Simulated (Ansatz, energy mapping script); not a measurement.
## Spin model of NiO from collinear orders

How strongly do the moments of NiO couple under PBEsol+U (6 eV)? The plan is to run several orders and fit a Heisenberg model.

Method: PBEsol with U = 6 eV on Ni d, ortho-atomic projectors; plane waves, U on orthogonalised atomic orbitals unless named otherwise, collinear spin, no spin–orbit coupling, in Ansatz 0.2.0.

**What experiment says.**

“Local correlations, non-local screening, multiplets, and band formation in NiO” (2012, arxiv:1210.6675) quotes from earlier work for NiO, rock salt (NaCl structure) (bulk NiO, value quoted from literature): ordering temperature (Neel temperature) 523 K [Literature value cited from ref 1 in the introduction].

This is a report of a sequence of runs, with most program output left out.

## Step 1: The starting structure

Symmetry: Fm-3m, No. 225, cubic system. Conventional cell: a = 4.172 Å, b = 4.172 Å, c = 4.172 Å, α = 90.00°, β = 90.00°, γ = 90.00°. Ni has 6 O at 2.09 Å nearest. Nearest to O lie 6 Ni at 2.09 Å. Farther neighbours and most contacts between anions are not listed.

A Hubbard U penalises fractional filling of the shell. It raises the cost of virtual hops to the neighbours, so couplings that rest on such hops usually weaken.

## Step 2: One set of occupation matrices for all orders

A corrected shell can settle in several orbital fillings. One parallel run, with an occupation width a fifth wider than the orders use, therefore is to supply the occupation matrices. All orders start from them.

The input, input.yaml:

```yaml
crystal:
  lattice:
    - [0.0, 2.085901641, 2.085901641]
    - [2.085901641, 0.0, 2.085901641]
    - [2.085901641, 2.085901641, 0.0]
  atoms:
    - { symbol: Ni, position: [0.0, 0.0, 0.0], spin: 2.0 }
    - { symbol: O, position: [0.5, 0.5, 0.5] }
magnetization:
  spin_polarized: true
kpoints:
  mp_grid: { grid: [11, 11, 11] }
hamiltonian:
  xc: pbesol
  hubbard:
    sites: [{ species: Ni, l: d, u_eff: 6.0 }]
    projectors: ortho-atomic
scf:
  occupations: { method: fermi_dirac, width: 0.06 }
output:
  eigenvalues: true
```

Launch:

```console
$ ansatz run input.yaml --threads 4 --pin off --max-ram 8192MiB --backend cpu --events-out ev --progress --plain --runs-dir out
```

Elapsed: 2.7 s, on 4 threads of Arm Neoverse V1, shared host; peak memory 0.46 GiB.

This step gave:

| Property | Result |
| --- | --- |
| final state | ferromagnetic |
| electrons in the corrected shells | 8.288 e |
| largest moment | 1.705 μB |

## Step 3: Run 1 (parallel; cell A, 4 atoms)

The parallel order is the zero of energy for this cell and mesh.

The input, input.yaml:

```yaml
crystal:
  lattice:
    - [0.0, -2.085901641, -2.085901641]
    - [0.0, 2.085901641, -2.085901641]
    - [4.171803282, 0.0, 0.0]
  atoms:
    - { symbol: Ni, position: [0.5, 0.5, 0.5], spin: 2.0 }
    - { symbol: Ni, position: [0.0, 0.0, 0.0], spin: 2.0 }
    - { symbol: O, position: [0.5, 0.5, 0.0] }
    - { symbol: O, position: [0.0, 0.0, 0.5] }
magnetization:
  spin_polarized: true
kpoints:
  mp_grid: { grid: [9, 9, 6] }
hamiltonian:
  xc: pbesol
  hubbard:
    sites:
      - { species: Ni, l: d, u_eff: 6.0 }
      - { site: 0, l: d, u_eff: 6.0, starting_ns: [{ spin: up, occupation_matrix: ni1_major }, { spin: down, occupation_matrix: ni1_minor }] }
      - { site: 1, l: d, u_eff: 6.0, starting_ns: [{ spin: up, occupation_matrix: ni1_major }, { spin: down, occupation_matrix: ni1_minor }] }
    projectors: ortho-atomic
    occupation_matrices:
      ni1_major:
        matrix:
          - [0.998, 0.0, 0.0, 0.0, 0.0]
          - [0.0, 0.999, 0.0, 0.0, 0.0]
          - [0.0, 0.0, 0.999, 0.0, 0.0]
          - [0.0, 0.0, 0.0, 0.998, 0.0]
          - [0.0, 0.0, 0.0, 0.0, 0.999]
      ni1_minor:
        matrix:
          - [0.154, 0.0, 0.0, 0.0, 0.0]
          - [0.0, 0.997, 0.0, 0.0, 0.0]
          - [0.0, 0.0, 0.997, 0.0, 0.0]
          - [0.0, 0.0, 0.0, 0.154, 0.0]
          - [0.0, 0.0, 0.0, 0.0, 0.997]
scf:
  occupations: { method: fermi_dirac, width: 0.05 }
output:
  eigenvalues: true
```

Elapsed: 2.9 s, on 4 threads; peak memory 0.4 GiB.

Spin moment in the sphere by atom:

| atom | spin moment in the sphere (μB) |
| --- | --- |
| Ni1 | 1.71 |
| Ni2 | 1.71 |
| O3 | 0.22 |
| O4 | 0.22 |

The run ends ferromagnetic.

## Step 4: Order 2: compensated +−, cell A of 4 atoms

This order reverses 8 of the 12 neighbours at 2.95 Å, 0 of the 6 neighbours at 4.17 Å and 16 of the 24 neighbours at 5.11 Å, counted for an average magnetic atom.

input.yaml, as its differences from that of step 3:

```diff
@@ -7,3 +7,3 @@
     - { symbol: Ni, position: [0.5, 0.5, 0.5], spin: 2.0 }
-    - { symbol: Ni, position: [0.0, 0.0, 0.0], spin: 2.0 }
+    - { symbol: Ni, position: [0.0, 0.0, 0.0], spin: -2.0 }
     - { symbol: O, position: [0.5, 0.5, 0.0] }
@@ -20,3 +20,3 @@
       - { site: 0, l: d, u_eff: 6.0, starting_ns: [{ spin: up, occupation_matrix: ni1_major }, { spin: down, occupation_matrix: ni1_minor }] }
-      - { site: 1, l: d, u_eff: 6.0, starting_ns: [{ spin: up, occupation_matrix: ni1_major }, { spin: down, occupation_matrix: ni1_minor }] }
+      - { site: 1, l: d, u_eff: 6.0, starting_ns: [{ spin: up, occupation_matrix: ni1_minor }, { spin: down, occupation_matrix: ni1_major }] }
     projectors: ortho-atomic
```

Wall time 2.1 s (4 threads); peak memory 0.4 GiB; 7.4 s of CPU time.

Spin moment in the sphere by atom:

| atom | spin moment in the sphere (μB) |
| --- | --- |
| Ni1 | 1.71 |
| Ni2 | -1.71 |
| O3 | -0.08 |
| O4 | 0.08 |

The run ends antiferromagnetic, 13.14 meV a magnetic atom above the parallel order of its cell.

## Step 5: Parallel start in cell B (4 atoms)

A new cell needs its own zero of energy.

This run holds the same structure in another cell (c 4.172 → 5.109 Å, α 90.0 → 73.2°, β 90.0 → 73.2°, γ 90.0 → 60.0°).

The input, input.yaml:

```yaml
crystal:
  lattice:
    - [0.0, -2.085901641, -2.085901641]
    - [-2.085901641, 0.0, -2.085901641]
    - [2.085901641, 2.085901641, -4.171803282]
  atoms:
    - { symbol: Ni, position: [0.5, 0.5, 0.5], spin: 2.0 }
    - { symbol: Ni, position: [0.0, 0.0, 0.0], spin: 2.0 }
    - { symbol: O, position: [0.75, 0.75, 0.75] }
    - { symbol: O, position: [0.25, 0.25, 0.25] }
magnetization:
  spin_polarized: true
kpoints:
  mp_grid: { grid: [10, 10, 10] }
hamiltonian:
  xc: pbesol
  hubbard:
    sites:
      - { species: Ni, l: d, u_eff: 6.0 }
      - { site: 0, l: d, u_eff: 6.0, starting_ns: [{ spin: up, occupation_matrix: ni1_major }, { spin: down, occupation_matrix: ni1_minor }] }
      - { site: 1, l: d, u_eff: 6.0, starting_ns: [{ spin: up, occupation_matrix: ni1_major }, { spin: down, occupation_matrix: ni1_minor }] }
    projectors: ortho-atomic
    occupation_matrices:
      ni1_major:
        matrix:
          - [0.998, 0.0, 0.0, 0.0, 0.0]
          - [0.0, 0.999, 0.0, 0.0, 0.0]
          - [0.0, 0.0, 0.999, 0.0, 0.0]
          - [0.0, 0.0, 0.0, 0.998, 0.0]
          - [0.0, 0.0, 0.0, 0.0, 0.999]
      ni1_minor:
        matrix:
          - [0.154, 0.0, 0.0, 0.0, 0.0]
          - [0.0, 0.997, 0.0, 0.0, 0.0]
          - [0.0, 0.0, 0.997, 0.0, 0.0]
          - [0.0, 0.0, 0.0, 0.154, 0.0]
          - [0.0, 0.0, 0.0, 0.0, 0.997]
scf:
  occupations: { method: fermi_dirac, width: 0.05 }
output:
  eigenvalues: true
```

Elapsed: 5.8 s, on 4 threads; peak memory 0.49 GiB.

The run ends ferromagnetic. For each magnetic atom its energy differs from the parallel run of the first cell by -0.04 meV, an error that one common reference would have brought in.

## Step 6: Order 4: compensated +−, cell B of 4 atoms

This order reverses 6 of the 12 neighbours at 2.95 Å, 6 of the 6 neighbours at 4.17 Å and 12 of the 24 neighbours at 5.11 Å, counted for an average magnetic atom.

input.yaml, as its differences from that of step 5:

```diff
@@ -7,3 +7,3 @@
     - { symbol: Ni, position: [0.5, 0.5, 0.5], spin: 2.0 }
-    - { symbol: Ni, position: [0.0, 0.0, 0.0], spin: 2.0 }
+    - { symbol: Ni, position: [0.0, 0.0, 0.0], spin: -2.0 }
     - { symbol: O, position: [0.75, 0.75, 0.75] }
@@ -20,3 +20,3 @@
       - { site: 0, l: d, u_eff: 6.0, starting_ns: [{ spin: up, occupation_matrix: ni1_major }, { spin: down, occupation_matrix: ni1_minor }] }
-      - { site: 1, l: d, u_eff: 6.0, starting_ns: [{ spin: up, occupation_matrix: ni1_major }, { spin: down, occupation_matrix: ni1_minor }] }
+      - { site: 1, l: d, u_eff: 6.0, starting_ns: [{ spin: up, occupation_matrix: ni1_minor }, { spin: down, occupation_matrix: ni1_major }] }
     projectors: ortho-atomic
```

Elapsed: 4 s, on 4 threads; peak memory 0.47 GiB.

The run ends antiferromagnetic, 116.91 meV a magnetic atom below the parallel order of its cell.

## Step 7: Run 5 (parallel; cell C, 6 atoms)

The input, input.yaml:

```yaml
crystal:
  lattice:
    - [0.0, 2.085901641, 2.085901641]
    - [-2.085901641, 0.0, -2.085901641]
    - [-4.171803282, -4.171803282, 4.171803282]
  atoms:
    - { symbol: Ni, position: [0.0, 0.0, 0.0], spin: 2.0 }
    - { symbol: Ni, position: [0.333333333, 0.666666667, 0.666666667], spin: 2.0 }
    - { symbol: Ni, position: [0.666666667, 0.333333333, 0.333333333], spin: 2.0 }
    - { symbol: O, position: [0.666666667, 0.333333333, 0.833333333] }
    - { symbol: O, position: [0.0, 0.0, 0.5] }
    - { symbol: O, position: [0.333333333, 0.666666667, 0.166666667] }
magnetization:
  spin_polarized: true
kpoints:
  mp_grid: { grid: [10, 10, 4] }
hamiltonian:
  xc: pbesol
  hubbard:
    sites:
      - { species: Ni, l: d, u_eff: 6.0 }
      - { site: 0, l: d, u_eff: 6.0, starting_ns: [{ spin: up, occupation_matrix: ni1_major }, { spin: down, occupation_matrix: ni1_minor }] }
      - { site: 1, l: d, u_eff: 6.0, starting_ns: [{ spin: up, occupation_matrix: ni1_major }, { spin: down, occupation_matrix: ni1_minor }] }
      - { site: 2, l: d, u_eff: 6.0, starting_ns: [{ spin: up, occupation_matrix: ni1_major }, { spin: down, occupation_matrix: ni1_minor }] }
    projectors: ortho-atomic
    occupation_matrices:
      ni1_major:
        matrix:
          - [0.998, 0.0, 0.0, 0.0, 0.0]
          - [0.0, 0.999, 0.0, 0.0, 0.0]
          - [0.0, 0.0, 0.999, 0.0, 0.0]
          - [0.0, 0.0, 0.0, 0.998, 0.0]
          - [0.0, 0.0, 0.0, 0.0, 0.999]
      ni1_minor:
        matrix:
          - [0.154, 0.0, 0.0, 0.0, 0.0]
          - [0.0, 0.997, 0.0, 0.0, 0.0]
          - [0.0, 0.0, 0.997, 0.0, 0.0]
          - [0.0, 0.0, 0.0, 0.154, 0.0]
          - [0.0, 0.0, 0.0, 0.0, 0.997]
scf:
  occupations: { method: fermi_dirac, width: 0.05 }
output:
  eigenvalues: true
```

Elapsed: 5.6 s, on 4 threads; peak memory 0.49 GiB; 21 s of CPU time.

The run ends ferromagnetic. For each magnetic atom its energy differs from the parallel run of the first cell by 0.02 meV, an error that one common reference would have brought in.

## Step 8: Uncompensated ++− start in cell C (6 atoms)

This order reverses 4 of the 12 neighbours at 2.95 Å, 4 of the 6 neighbours at 4.17 Å and 12 of the 24 neighbours at 5.11 Å, counted for an average magnetic atom.

input.yaml, as its differences from that of step 7:

```diff
@@ -8,3 +8,3 @@
     - { symbol: Ni, position: [0.333333333, 0.666666667, 0.666666667], spin: 2.0 }
-    - { symbol: Ni, position: [0.666666667, 0.333333333, 0.333333333], spin: 2.0 }
+    - { symbol: Ni, position: [0.666666667, 0.333333333, 0.333333333], spin: -2.0 }
     - { symbol: O, position: [0.666666667, 0.333333333, 0.833333333] }
@@ -23,3 +23,3 @@
       - { site: 1, l: d, u_eff: 6.0, starting_ns: [{ spin: up, occupation_matrix: ni1_major }, { spin: down, occupation_matrix: ni1_minor }] }
-      - { site: 2, l: d, u_eff: 6.0, starting_ns: [{ spin: up, occupation_matrix: ni1_major }, { spin: down, occupation_matrix: ni1_minor }] }
+      - { site: 2, l: d, u_eff: 6.0, starting_ns: [{ spin: up, occupation_matrix: ni1_minor }, { spin: down, occupation_matrix: ni1_major }] }
     projectors: ortho-atomic
```

It took 7.7 s on 4 threads; peak memory 0.51 GiB.

The run ends ferrimagnetic, 81.60 meV a magnetic atom below the parallel order of its cell.

## Step 9: Order 7: parallel, cell D of 6 atoms

This run holds the same structure in another cell (c 7.226 → 6.596 Å, α 90.0 → 102.9°, β 90.0 → 102.9°, γ 120.0 → 90.0°).

The input, input.yaml:

```yaml
crystal:
  lattice:
    - [0.0, 2.085901641, 2.085901641]
    - [0.0, 2.085901641, -2.085901641]
    - [-6.257704923, -2.085901641, 0.0]
  atoms:
    - { symbol: Ni, position: [0.0, 0.0, 0.0], spin: 2.0 }
    - { symbol: Ni, position: [0.333333333, 0.333333333, 0.666666667], spin: 2.0 }
    - { symbol: Ni, position: [0.666666667, 0.666666667, 0.333333333], spin: 2.0 }
    - { symbol: O, position: [0.833333333, 0.833333333, 0.666666667] }
    - { symbol: O, position: [0.166666667, 0.166666667, 0.333333333] }
    - { symbol: O, position: [0.5, 0.5, 0.0] }
magnetization:
  spin_polarized: true
kpoints:
  mp_grid: { grid: [9, 9, 9] }
hamiltonian:
  xc: pbesol
  hubbard:
    sites:
      - { species: Ni, l: d, u_eff: 6.0 }
      - { site: 0, l: d, u_eff: 6.0, starting_ns: [{ spin: up, occupation_matrix: ni1_major }, { spin: down, occupation_matrix: ni1_minor }] }
      - { site: 1, l: d, u_eff: 6.0, starting_ns: [{ spin: up, occupation_matrix: ni1_major }, { spin: down, occupation_matrix: ni1_minor }] }
      - { site: 2, l: d, u_eff: 6.0, starting_ns: [{ spin: up, occupation_matrix: ni1_major }, { spin: down, occupation_matrix: ni1_minor }] }
    projectors: ortho-atomic
    occupation_matrices:
      ni1_major:
        matrix:
          - [0.998, 0.0, 0.0, 0.0, 0.0]
          - [0.0, 0.999, 0.0, 0.0, 0.0]
          - [0.0, 0.0, 0.999, 0.0, 0.0]
          - [0.0, 0.0, 0.0, 0.998, 0.0]
          - [0.0, 0.0, 0.0, 0.0, 0.999]
      ni1_minor:
        matrix:
          - [0.154, 0.0, 0.0, 0.0, 0.0]
          - [0.0, 0.997, 0.0, 0.0, 0.0]
          - [0.0, 0.0, 0.997, 0.0, 0.0]
          - [0.0, 0.0, 0.0, 0.154, 0.0]
          - [0.0, 0.0, 0.0, 0.0, 0.997]
scf:
  occupations: { method: fermi_dirac, width: 0.05 }
output:
  eigenvalues: true
```

Wall time 8.9 s (4 threads); peak memory 0.58 GiB; 33 s of CPU time.

The run ends ferromagnetic. For each magnetic atom its energy differs from the parallel run of the first cell by -0.03 meV, an error that one common reference would have brought in.

## Step 10: Run 8 (uncompensated ++−; cell D, 6 atoms)

This order reverses 5.33 of the 12 neighbours at 2.95 Å, 1.33 of the 6 neighbours at 4.17 Å and 16 of the 24 neighbours at 5.11 Å, counted for an average magnetic atom.

input.yaml, as its differences from that of step 9:

```diff
@@ -8,3 +8,3 @@
     - { symbol: Ni, position: [0.333333333, 0.333333333, 0.666666667], spin: 2.0 }
-    - { symbol: Ni, position: [0.666666667, 0.666666667, 0.333333333], spin: 2.0 }
+    - { symbol: Ni, position: [0.666666667, 0.666666667, 0.333333333], spin: -2.0 }
     - { symbol: O, position: [0.833333333, 0.833333333, 0.666666667] }
@@ -23,3 +23,3 @@
       - { site: 1, l: d, u_eff: 6.0, starting_ns: [{ spin: up, occupation_matrix: ni1_major }, { spin: down, occupation_matrix: ni1_minor }] }
-      - { site: 2, l: d, u_eff: 6.0, starting_ns: [{ spin: up, occupation_matrix: ni1_major }, { spin: down, occupation_matrix: ni1_minor }] }
+      - { site: 2, l: d, u_eff: 6.0, starting_ns: [{ spin: up, occupation_matrix: ni1_minor }, { spin: down, occupation_matrix: ni1_major }] }
     projectors: ortho-atomic
```

It took 11 s on 4 threads; peak memory 0.6 GiB; 42 s of CPU time.

The run ends ferrimagnetic, 23.12 meV a magnetic atom below the parallel order of its cell.

## Step 11: Run 9 (parallel; cell E, 6 atoms)

The parallel order again, as the reference for this cell.

This run holds the same structure in another cell (b 2.950 → 4.172 Å, c 6.596 → 5.109 Å, α 102.9 → 114.1°, β 102.9 → 106.8°).

The input, input.yaml:

```yaml
crystal:
  lattice:
    - [0.0, -2.085901641, -2.085901641]
    - [-4.171803282, 0.0, 0.0]
    - [2.085901641, 4.171803282, -2.085901641]
  atoms:
    - { symbol: Ni, position: [0.666666667, 0.666666667, 0.333333333], spin: 2.0 }
    - { symbol: Ni, position: [0.333333333, 0.333333333, 0.666666667], spin: 2.0 }
    - { symbol: Ni, position: [0.0, 0.0, 0.0], spin: 2.0 }
    - { symbol: O, position: [0.666666667, 0.166666667, 0.333333333] }
    - { symbol: O, position: [0.333333333, 0.833333333, 0.666666667] }
    - { symbol: O, position: [0.0, 0.5, 0.0] }
magnetization:
  spin_polarized: true
kpoints:
  mp_grid: { grid: [9, 9, 9] }
hamiltonian:
  xc: pbesol
  hubbard:
    sites:
      - { species: Ni, l: d, u_eff: 6.0 }
      - { site: 0, l: d, u_eff: 6.0, starting_ns: [{ spin: up, occupation_matrix: ni1_major }, { spin: down, occupation_matrix: ni1_minor }] }
      - { site: 1, l: d, u_eff: 6.0, starting_ns: [{ spin: up, occupation_matrix: ni1_major }, { spin: down, occupation_matrix: ni1_minor }] }
      - { site: 2, l: d, u_eff: 6.0, starting_ns: [{ spin: up, occupation_matrix: ni1_major }, { spin: down, occupation_matrix: ni1_minor }] }
    projectors: ortho-atomic
    occupation_matrices:
      ni1_major:
        matrix:
          - [0.998, 0.0, 0.0, 0.0, 0.0]
          - [0.0, 0.999, 0.0, 0.0, 0.0]
          - [0.0, 0.0, 0.999, 0.0, 0.0]
          - [0.0, 0.0, 0.0, 0.998, 0.0]
          - [0.0, 0.0, 0.0, 0.0, 0.999]
      ni1_minor:
        matrix:
          - [0.154, 0.0, 0.0, 0.0, 0.0]
          - [0.0, 0.997, 0.0, 0.0, 0.0]
          - [0.0, 0.0, 0.997, 0.0, 0.0]
          - [0.0, 0.0, 0.0, 0.154, 0.0]
          - [0.0, 0.0, 0.0, 0.0, 0.997]
scf:
  occupations: { method: fermi_dirac, width: 0.05 }
output:
  eigenvalues: true
```

Run time: 14 s. Hardware: 4 threads; peak memory 0.76 GiB; 51 s of CPU time.

The run ends ferromagnetic. For each magnetic atom its energy differs from the parallel run of the first cell by 0.05 meV, an error that one common reference would have brought in.

(Part 1 of 2 ends here.)

[Logs and program files are shortened in this print: banners, set-up blocks, solver, clock and traceback lines can be left out without a mark of their own.]

[Logs are printed without paths, hosts, clocks, repeated set-up lines and the standing remarks that a program may print on its own settings, such as how far it seeks lower states.]

[Hosts, paths, dates, database ids (printed as entryN), source tags and the programs' standing remarks are cut or masked in the printed files.]

[Where a cell is said to come from a database of computed structures, the database is the Materials Project.]
